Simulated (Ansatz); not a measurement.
# Work function of fcc Li face by face (PBEsol)

Does the work function of Li follow how densely a face is packed?

All values are computed: Ansatz 0.2.0, PBEsol, plane waves, scalar-relativistic unless marked; slabs or sheets with vacuum, the vacuum level from the planar mean of the electrostatic potential.

```
 face  atoms in the slab  top-layer atoms per Å²  work function (eV)
(311)                  9                   0.062                3.03
(100)                  8                   0.103                3.12
```

The densest face listed is +0.09 eV against the most open one. That fits Smoluchowski's order, though a step this small is near the scatter of thin slabs: on an open face electrons flow from the ridges into the troughs, which leaves a dipole with its positive end outwards and lowers the barrier.

The slabs are 1×1 cuts on the parent's lattice, 10.2 to 14.8 Å between the outer relaxed layers. Two faces can't establish a trend. This isn't the ambient phase of Li.

[Logs are printed without paths, hosts, clocks, repeated set-up lines and the standing remarks that a program may print on its own settings, such as how far it seeks lower states.]
